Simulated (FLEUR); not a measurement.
## MnHg: cost and accuracy of the smearing

Two starts of MnHg are run at each rung of the smearing. Which rung is enough?

Main program and level: FLEUR MaX-R8.1; PBEsol; all-electron FLAPW, Dirac cores, scalar-relativistic bands.

This is a report of a sequence of runs, with most program output left out.

## Step 1: The structure

The structure is cubic, space group Pm-3m (No. 221). The conventional cell has a = 3.315 Å, b = 3.315 Å, c = 3.315 Å, α = 90.00°, β = 90.00°, γ = 90.00°. Nearest to Mn lie 8 Hg at 2.87 Å. Hg has 8 Mn at 2.87 Å nearest. Farther neighbours are not listed.

## Step 2: Rung 1 (width 0.5 eV), start ferro +

A wide smearing converges easily but acts like a high temperature on the moments; each rung narrows it.

inpgen writes inp.xml from crystal.txt; cutoffs, mixing, functional, smearing and local orbitals are then set in the file. The k list default-1 (kpts.xml, not shown) is a Γ-centred 8×8×8 mesh; where the ranks do not divide the number of points, some are split in two of half the weight.

Input file inp.xml:

```
<?xml version="1.0" encoding="UTF-8" standalone="no"?>
<fleurInput fleurInputVersion="0.39">
   <comment>
      MnHg
   </comment>
   <calculationSetup>
      <cutoffs Kmax="3.6" Gmax="10.8" GmaxXC="10.8" numbands="0"/>
      <scfLoop itmax="90" minDistance="0.00002" maxIterBroyd="15" imix="Anderson" alpha="0.05" precondParam="0.0" spinf="2.0" sdNocoIR="T"/>
      <coreElectrons ctail="T" frcor="F" kcrel="0" coretail_lmax="0"/>
      <xcFunctional name="PBEs" relativisticCorrections="F"/>
      <magnetism jspins="2"/>
      <soc l_soc="F" theta="0.0" phi="0.0" spav="F"/>
      <expertModes spex="0" secvar="F"/>
      <geometryOptimization l_f="F" forcealpha="1.0" forcemix="BFGS" epsdisp="0.00001" epsforce="0.00001"/>
      <ldaU l_linMix="F" mixParam="0.05" spinf="1.0"/>
   </calculationSetup>
   <cell>
      <bzIntegration valenceElectrons="33.0" mode="hist" fermiSmearingEnergy="0.01837466">
         <kPointListSelection listName="default-1"/>
         <xi:include xmlns:xi="http://www.w3.org/2001/XInclude" href="kpts.xml"> </xi:include>
      </bzIntegration>
      <xi:include xmlns:xi="http://www.w3.org/2001/XInclude" href="sym.xml"> </xi:include>
      <bulkLattice scale="1.0">
         <bravaisMatrix>
            <row-1>    6.2644421030489994     0.0000000000000000     0.0000000000000000</row-1>
            <row-2>    0.0000000000000000     6.2644421030489994     0.0000000000000000</row-2>
            <row-3>    0.0000000000000000     0.0000000000000000     6.2644421030489994</row-3>
         </bravaisMatrix>
      </bulkLattice>
   </cell>
   <atomSpecies>
      <species name="Manganese 3.501" element="Mn" atomicNumber="25">
         <mtSphere radius="2.64" gridPoints="873" logIncrement="0.014"/>
         <atomicCutoffs lmax="10" lnonsphr="8"/>
         <electronConfig flipSpins="F">
            <coreConfig>(1s1/2) (2s1/2) (2p1/2) (2p3/2)</coreConfig>
            <valenceConfig>(3s1/2) (3p1/2) (3p3/2) (4s1/2) (3d3/2) (3d5/2)</valenceConfig>
            <stateOccupation state="(3d3/2)" spinUp="1.2505" spinDown="0.7495"/>
            <stateOccupation state="(3d5/2)" spinUp="3.0" spinDown="0.0"/>
         </electronConfig>
         <energyParameters s="4" p="4" d="3" f="4"/>
         <lo type="SCLO" l="0" n="3" eDeriv="0"/>
         <lo type="SCLO" l="1" n="3" eDeriv="0"/>
      </species>
      <species name="Mercury (Hg)" element="Hg" atomicNumber="80">
         <mtSphere radius="2.64" gridPoints="873" logIncrement="0.015"/>
         <atomicCutoffs lmax="10" lnonsphr="8"/>
         <electronConfig flipSpins="F">
            <coreConfig>(1s1/2) (2s1/2) (2p1/2) (2p3/2) (3s1/2) (3p1/2) (3p3/2) (4s1/2) (3d3/2) (3d5/2) (4p1/2) (4p3/2) (5s1/2) (4d3/2) (4d5/2) (4f5/2) (4f7/2)</coreConfig>
            <valenceConfig>(5p1/2) (5p3/2) (6s1/2) (5d3/2) (5d5/2)</valenceConfig>
         </electronConfig>
         <energyParameters s="6" p="6" d="5" f="5"/>
         <lo type="SCLO" l="1" n="5" eDeriv="0"/>
      </species>
   </atomSpecies>
   <atomGroups>
      <atomGroup species="Manganese 3.501">
         <relPos label="                   1">1.000/2.000 1.000/2.000 1.000/2.000</relPos>
         <force calculate="T" relaxXYZ="TTT"/>
      </atomGroup>
      <atomGroup species="Mercury (Hg)">
         <relPos label="                   2">.0000000000 .0000000000 .0000000000</relPos>
         <force calculate="T" relaxXYZ="TTT"/>
      </atomGroup>
   </atomGroups>
   <output dos="F" band="F" slice="F">
      <bandDOS minEnergy="-.5*Htr" maxEnergy="0.5*Htr" sigma="0.015" storeEVData="T"/>
      <plotting iplot="0" polar="F">
         <plot TwoD="T" vec1="  1.0  0.0  0.0" vec2="  0.0  1.0  0.0" vec3="  0.0  0.0  1.0" zero="  0.0  0.0  0.0" file="plot"/>
      </plotting>
      <moessbauerParams electricFieldGradient="F" isomerShift="F" coreHyperfine="F" valenceHyperfine="F"/>
   </output>
</fleurInput>
```

Input file crystal.txt:

```
MnHg
&input film=F cartesian=F /
3.31500000000  0.00000000000  0.00000000000
0.00000000000  3.31500000000  0.00000000000
0.00000000000  0.00000000000  3.31500000000
1.8897261246
1.0 1.0 1.0

2
25 0.50000000000  0.50000000000  0.50000000000 : 3.501
80 0.00000000000  0.00000000000  0.00000000000

&kpt div1=8 div2=8 div3=8 gamma=T /
```

Command:

```console
> OMP_NUM_THREADS=1 inpgen -f crystal.txt > inpgen.log  # inp.xml is then edited as shown
> OMP_NUM_THREADS=1 mpirun -n 4 fleur_MPI > fleur.log
```

Run time: 66 s. Hardware: 4 MPI ranks of Arm Neoverse N1, shared host; peak memory 0.24 GiB; 2.6 min of CPU time.

Numbers from this step:

```
free energy                                                       : -566377.3145 eV
program's band gap on this mesh (in a metal only a level spacing) : 0.005560 eV
magnetization                                                     : 3.405 μB
final state                                                       : ferromagnetic
largest moment                                                    : 3.385 μB
```

After 22 cycles the largest moment stands at 3.38 μB.

## Step 3: Rung 1 (width 0.5 eV), start antiferro q=(0,1/2,1/2) +-

The second start gives the energy difference between the two end states, the quantity that is followed up the ladder. Its q is in fractions of the primitive cell's reciprocal vectors.

The k list default-1 (kpts.xml, not shown) is a Γ-centred 8×4×8 mesh.

Changes to inp.xml since step 2:

```diff
@@ -17,3 +17,3 @@
    <cell>
-      <bzIntegration valenceElectrons="33.0" mode="hist" fermiSmearingEnergy="0.01837466">
+      <bzIntegration valenceElectrons="66.0" mode="hist" fermiSmearingEnergy="0.01837466">
          <kPointListSelection listName="default-1"/>
@@ -25,4 +25,4 @@
             <row-1>    6.2644421030489994     0.0000000000000000     0.0000000000000000</row-1>
-            <row-2>    0.0000000000000000     6.2644421030489994     0.0000000000000000</row-2>
-            <row-3>    0.0000000000000000     0.0000000000000000     6.2644421030489994</row-3>
+            <row-2>    0.0000000000000000    12.5288842060979988     0.0000000000000000</row-2>
+            <row-3>    0.0000000000000000     6.2644421030489994     6.2644421030489994</row-3>
          </bravaisMatrix>
@@ -39,2 +39,15 @@
             <stateOccupation state="(3d5/2)" spinUp="3.0" spinDown="0.0"/>
+         </electronConfig>
+         <energyParameters s="4" p="4" d="3" f="4"/>
+         <lo type="SCLO" l="0" n="3" eDeriv="0"/>
+         <lo type="SCLO" l="1" n="3" eDeriv="0"/>
+      </species>
+      <species name="Manganese -3.501" element="Mn" atomicNumber="25">
+         <mtSphere radius="2.64" gridPoints="873" logIncrement="0.014"/>
+         <atomicCutoffs lmax="10" lnonsphr="8"/>
+         <electronConfig flipSpins="F">
+            <coreConfig>(1s1/2) (2s1/2) (2p1/2) (2p3/2)</coreConfig>
+            <valenceConfig>(3s1/2) (3p1/2) (3p3/2) (4s1/2) (3d3/2) (3d5/2)</valenceConfig>
+            <stateOccupation state="(3d3/2)" spinUp="0.7495" spinDown="1.2505"/>
+            <stateOccupation state="(3d5/2)" spinUp="0.0" spinDown="3.0"/>
          </electronConfig>
@@ -57,3 +70,7 @@
       <atomGroup species="Manganese 3.501">
-         <relPos label="                   1">1.000/2.000 1.000/2.000 1.000/2.000</relPos>
+         <relPos label="                   1">1.000/2.000 .0000000000 1.000/2.000</relPos>
+         <force calculate="T" relaxXYZ="TTT"/>
+      </atomGroup>
+      <atomGroup species="Manganese -3.501">
+         <relPos label="                   2">1.000/2.000 1.000/2.000 1.000/2.000</relPos>
          <force calculate="T" relaxXYZ="TTT"/>
@@ -61,3 +78,4 @@
       <atomGroup species="Mercury (Hg)">
-         <relPos label="                   2">.0000000000 .0000000000 .0000000000</relPos>
+         <relPos label="                   3">.0000000000 .0000000000 .0000000000</relPos>
+         <relPos label="                   4">.0000000000 1.000/2.000 .0000000000</relPos>
          <force calculate="T" relaxXYZ="TTT"/>
```

Input file crystal.txt:

```
MnHg
&input film=F cartesian=F /
3.31500000000  0.00000000000  0.00000000000
0.00000000000  6.63000000000  0.00000000000
0.00000000000  3.31500000000  3.31500000000
1.8897261246
1.0 1.0 1.0

4
25 0.50000000000  0.00000000000  0.50000000000 : 3.501
25 0.50000000000  0.50000000000  0.50000000000 : -3.501
80 0.00000000000  0.00000000000  0.00000000000
80 0.00000000000  0.50000000000  0.00000000000

&kpt div1=8 div2=4 div3=8 gamma=T /
```

Wall time 5.7 min (4 MPI ranks); peak memory 0.4 GiB; 14 min of CPU time.

Spin moment in the muffin-tin sphere by atom:

```
atom  spin moment in the muffin-tin sphere (μB)
 Mn1                                       3.38
 Mn2                                      -3.38
 Hg3                                       0.00
 Hg4                                       0.00
```

This step gave:

| Quantity | Value |
| --- | --- |
| free energy | -1132754.5889 eV |
| program's band gap on this mesh (in a metal only a level spacing) | 3.80e-9 eV |
| magnetization | 0 μB |
| final state | antiferromagnetic |

This start lies +20.1 meV a seeded atom from the first; its largest moment is 3.38 μB.

## Step 4: Rung 2 (width 0.25 eV), start ferro +

The k list default-1 (kpts.xml, not shown) is a Γ-centred 8×8×8 mesh.

Changes to inp.xml since step 3:

```diff
@@ -17,3 +17,3 @@
    <cell>
-      <bzIntegration valenceElectrons="66.0" mode="hist" fermiSmearingEnergy="0.01837466">
+      <bzIntegration valenceElectrons="33.0" mode="hist" fermiSmearingEnergy="0.00918733">
          <kPointListSelection listName="default-1"/>
@@ -25,4 +25,4 @@
             <row-1>    6.2644421030489994     0.0000000000000000     0.0000000000000000</row-1>
-            <row-2>    0.0000000000000000    12.5288842060979988     0.0000000000000000</row-2>
-            <row-3>    0.0000000000000000     6.2644421030489994     6.2644421030489994</row-3>
+            <row-2>    0.0000000000000000     6.2644421030489994     0.0000000000000000</row-2>
+            <row-3>    0.0000000000000000     0.0000000000000000     6.2644421030489994</row-3>
          </bravaisMatrix>
@@ -39,15 +39,2 @@
             <stateOccupation state="(3d5/2)" spinUp="3.0" spinDown="0.0"/>
-         </electronConfig>
-         <energyParameters s="4" p="4" d="3" f="4"/>
-         <lo type="SCLO" l="0" n="3" eDeriv="0"/>
-         <lo type="SCLO" l="1" n="3" eDeriv="0"/>
-      </species>
-      <species name="Manganese -3.501" element="Mn" atomicNumber="25">
-         <mtSphere radius="2.64" gridPoints="873" logIncrement="0.014"/>
-         <atomicCutoffs lmax="10" lnonsphr="8"/>
-         <electronConfig flipSpins="F">
-            <coreConfig>(1s1/2) (2s1/2) (2p1/2) (2p3/2)</coreConfig>
-            <valenceConfig>(3s1/2) (3p1/2) (3p3/2) (4s1/2) (3d3/2) (3d5/2)</valenceConfig>
-            <stateOccupation state="(3d3/2)" spinUp="0.7495" spinDown="1.2505"/>
-            <stateOccupation state="(3d5/2)" spinUp="0.0" spinDown="3.0"/>
          </electronConfig>
@@ -70,7 +57,3 @@
       <atomGroup species="Manganese 3.501">
-         <relPos label="                   1">1.000/2.000 .0000000000 1.000/2.000</relPos>
-         <force calculate="T" relaxXYZ="TTT"/>
-      </atomGroup>
-      <atomGroup species="Manganese -3.501">
-         <relPos label="                   2">1.000/2.000 1.000/2.000 1.000/2.000</relPos>
+         <relPos label="                   1">1.000/2.000 1.000/2.000 1.000/2.000</relPos>
          <force calculate="T" relaxXYZ="TTT"/>
@@ -78,4 +61,3 @@
       <atomGroup species="Mercury (Hg)">
-         <relPos label="                   3">.0000000000 .0000000000 .0000000000</relPos>
-         <relPos label="                   4">.0000000000 1.000/2.000 .0000000000</relPos>
+         <relPos label="                   2">.0000000000 .0000000000 .0000000000</relPos>
          <force calculate="T" relaxXYZ="TTT"/>
```

Input file crystal.txt:

```
MnHg
&input film=F cartesian=F /
3.31500000000  0.00000000000  0.00000000000
0.00000000000  3.31500000000  0.00000000000
0.00000000000  0.00000000000  3.31500000000
1.8897261246
1.0 1.0 1.0

2
25 0.50000000000  0.50000000000  0.50000000000 : 3.501
80 0.00000000000  0.00000000000  0.00000000000

&kpt div1=8 div2=8 div3=8 gamma=T /
```

It took 29 s on 4 MPI ranks; peak memory 0.23 GiB.

Read from the output:

```
free energy                                                       : -566376.8076 eV
program's band gap on this mesh (in a metal only a level spacing) : 0.01272 eV
magnetization                                                     : 3.815 μB
final state                                                       : ferromagnetic
largest moment                                                    : 3.817 μB
```

The largest moment moves by +0.43 μB from rung 1, at 0.73 times its CPU time.

## Step 5: Rung 2 (width 0.25 eV), start antiferro q=(0,1/2,1/2) +-

The k list default-1 (kpts.xml, not shown) is a Γ-centred 8×4×8 mesh.

Changes to inp.xml since step 4:

```diff
@@ -17,3 +17,3 @@
    <cell>
-      <bzIntegration valenceElectrons="33.0" mode="hist" fermiSmearingEnergy="0.00918733">
+      <bzIntegration valenceElectrons="66.0" mode="hist" fermiSmearingEnergy="0.00918733">
          <kPointListSelection listName="default-1"/>
@@ -25,4 +25,4 @@
             <row-1>    6.2644421030489994     0.0000000000000000     0.0000000000000000</row-1>
-            <row-2>    0.0000000000000000     6.2644421030489994     0.0000000000000000</row-2>
-            <row-3>    0.0000000000000000     0.0000000000000000     6.2644421030489994</row-3>
+            <row-2>    0.0000000000000000    12.5288842060979988     0.0000000000000000</row-2>
+            <row-3>    0.0000000000000000     6.2644421030489994     6.2644421030489994</row-3>
          </bravaisMatrix>
@@ -39,2 +39,15 @@
             <stateOccupation state="(3d5/2)" spinUp="3.0" spinDown="0.0"/>
+         </electronConfig>
+         <energyParameters s="4" p="4" d="3" f="4"/>
+         <lo type="SCLO" l="0" n="3" eDeriv="0"/>
+         <lo type="SCLO" l="1" n="3" eDeriv="0"/>
+      </species>
+      <species name="Manganese -3.501" element="Mn" atomicNumber="25">
+         <mtSphere radius="2.64" gridPoints="873" logIncrement="0.014"/>
+         <atomicCutoffs lmax="10" lnonsphr="8"/>
+         <electronConfig flipSpins="F">
+            <coreConfig>(1s1/2) (2s1/2) (2p1/2) (2p3/2)</coreConfig>
+            <valenceConfig>(3s1/2) (3p1/2) (3p3/2) (4s1/2) (3d3/2) (3d5/2)</valenceConfig>
+            <stateOccupation state="(3d3/2)" spinUp="0.7495" spinDown="1.2505"/>
+            <stateOccupation state="(3d5/2)" spinUp="0.0" spinDown="3.0"/>
          </electronConfig>
@@ -57,3 +70,7 @@
       <atomGroup species="Manganese 3.501">
-         <relPos label="                   1">1.000/2.000 1.000/2.000 1.000/2.000</relPos>
+         <relPos label="                   1">1.000/2.000 .0000000000 1.000/2.000</relPos>
+         <force calculate="T" relaxXYZ="TTT"/>
+      </atomGroup>
+      <atomGroup species="Manganese -3.501">
+         <relPos label="                   2">1.000/2.000 1.000/2.000 1.000/2.000</relPos>
          <force calculate="T" relaxXYZ="TTT"/>
@@ -61,3 +78,4 @@
       <atomGroup species="Mercury (Hg)">
-         <relPos label="                   2">.0000000000 .0000000000 .0000000000</relPos>
+         <relPos label="                   3">.0000000000 .0000000000 .0000000000</relPos>
+         <relPos label="                   4">.0000000000 1.000/2.000 .0000000000</relPos>
          <force calculate="T" relaxXYZ="TTT"/>
```

Input file crystal.txt:

```
MnHg
&input film=F cartesian=F /
3.31500000000  0.00000000000  0.00000000000
0.00000000000  6.63000000000  0.00000000000
0.00000000000  3.31500000000  3.31500000000
1.8897261246
1.0 1.0 1.0

4
25 0.50000000000  0.00000000000  0.50000000000 : 3.501
25 0.50000000000  0.50000000000  0.50000000000 : -3.501
80 0.00000000000  0.00000000000  0.00000000000
80 0.00000000000  0.50000000000  0.00000000000

&kpt div1=8 div2=4 div3=8 gamma=T /
```

Wall time 3 min (4 MPI ranks); peak memory 0.4 GiB; 12 min of CPU time.

This step gave:

| Quantity | Value |
| --- | --- |
| free energy | -1132753.5134 eV |
| program's band gap on this mesh (in a metal only a level spacing) | 6.30e-9 eV |
| magnetization | 0 μB |
| final state | antiferromagnetic |
| largest moment | 3.835 μB |

This start lies +50.9 meV a seeded atom from the first, a change of +30.9 meV since rung 1; its largest moment is 3.83 μB.

## Step 6: Rung 3 (width 0.12 eV), start ferro +

The k list default-1 (kpts.xml, not shown) is a Γ-centred 8×8×8 mesh.

Changes to inp.xml since step 5:

```diff
@@ -17,3 +17,3 @@
    <cell>
-      <bzIntegration valenceElectrons="66.0" mode="hist" fermiSmearingEnergy="0.00918733">
+      <bzIntegration valenceElectrons="33.0" mode="hist" fermiSmearingEnergy="0.00440992">
          <kPointListSelection listName="default-1"/>
@@ -25,4 +25,4 @@
             <row-1>    6.2644421030489994     0.0000000000000000     0.0000000000000000</row-1>
-            <row-2>    0.0000000000000000    12.5288842060979988     0.0000000000000000</row-2>
-            <row-3>    0.0000000000000000     6.2644421030489994     6.2644421030489994</row-3>
+            <row-2>    0.0000000000000000     6.2644421030489994     0.0000000000000000</row-2>
+            <row-3>    0.0000000000000000     0.0000000000000000     6.2644421030489994</row-3>
          </bravaisMatrix>
@@ -39,15 +39,2 @@
             <stateOccupation state="(3d5/2)" spinUp="3.0" spinDown="0.0"/>
-         </electronConfig>
-         <energyParameters s="4" p="4" d="3" f="4"/>
-         <lo type="SCLO" l="0" n="3" eDeriv="0"/>
-         <lo type="SCLO" l="1" n="3" eDeriv="0"/>
-      </species>
-      <species name="Manganese -3.501" element="Mn" atomicNumber="25">
-         <mtSphere radius="2.64" gridPoints="873" logIncrement="0.014"/>
-         <atomicCutoffs lmax="10" lnonsphr="8"/>
-         <electronConfig flipSpins="F">
-            <coreConfig>(1s1/2) (2s1/2) (2p1/2) (2p3/2)</coreConfig>
-            <valenceConfig>(3s1/2) (3p1/2) (3p3/2) (4s1/2) (3d3/2) (3d5/2)</valenceConfig>
-            <stateOccupation state="(3d3/2)" spinUp="0.7495" spinDown="1.2505"/>
-            <stateOccupation state="(3d5/2)" spinUp="0.0" spinDown="3.0"/>
          </electronConfig>
@@ -70,7 +57,3 @@
       <atomGroup species="Manganese 3.501">
-         <relPos label="                   1">1.000/2.000 .0000000000 1.000/2.000</relPos>
-         <force calculate="T" relaxXYZ="TTT"/>
-      </atomGroup>
-      <atomGroup species="Manganese -3.501">
-         <relPos label="                   2">1.000/2.000 1.000/2.000 1.000/2.000</relPos>
+         <relPos label="                   1">1.000/2.000 1.000/2.000 1.000/2.000</relPos>
          <force calculate="T" relaxXYZ="TTT"/>
@@ -78,4 +61,3 @@
       <atomGroup species="Mercury (Hg)">
-         <relPos label="                   3">.0000000000 .0000000000 .0000000000</relPos>
-         <relPos label="                   4">.0000000000 1.000/2.000 .0000000000</relPos>
+         <relPos label="                   2">.0000000000 .0000000000 .0000000000</relPos>
          <force calculate="T" relaxXYZ="TTT"/>
```

Input file crystal.txt:

```
MnHg
&input film=F cartesian=F /
3.31500000000  0.00000000000  0.00000000000
0.00000000000  3.31500000000  0.00000000000
0.00000000000  0.00000000000  3.31500000000
1.8897261246
1.0 1.0 1.0

2
25 0.50000000000  0.50000000000  0.50000000000 : 3.501
80 0.00000000000  0.00000000000  0.00000000000

&kpt div1=8 div2=8 div3=8 gamma=T /
```

Run time: 28 s. Hardware: 4 MPI ranks; peak memory 0.23 GiB; 1.9 min of CPU time.

Read from the output:

- free energy: -566376.6871 eV
- program's band gap on this mesh (in a metal only a level spacing): 0.02264 eV
- magnetization: 3.890 μB
- final state: ferromagnetic
- largest moment: 3.901 μB

The largest moment moves by +0.08 μB from rung 2, at 0.99 times its CPU time.

[end of part 1 of 3]

[Logs and program files are shortened in this print: banners, set-up blocks, solver, clock and traceback lines can be left out without a mark of their own.]

[Logs are printed without paths, hosts, clocks, repeated set-up lines and the standing remarks that a program may print on its own settings, such as how far it seeks lower states.]

[Hosts, paths, dates, database ids (printed as entryN), source tags and the programs' standing remarks are cut or masked in the printed files.]

[Where a cell is said to come from a database of computed structures, the database is the Materials Project.]
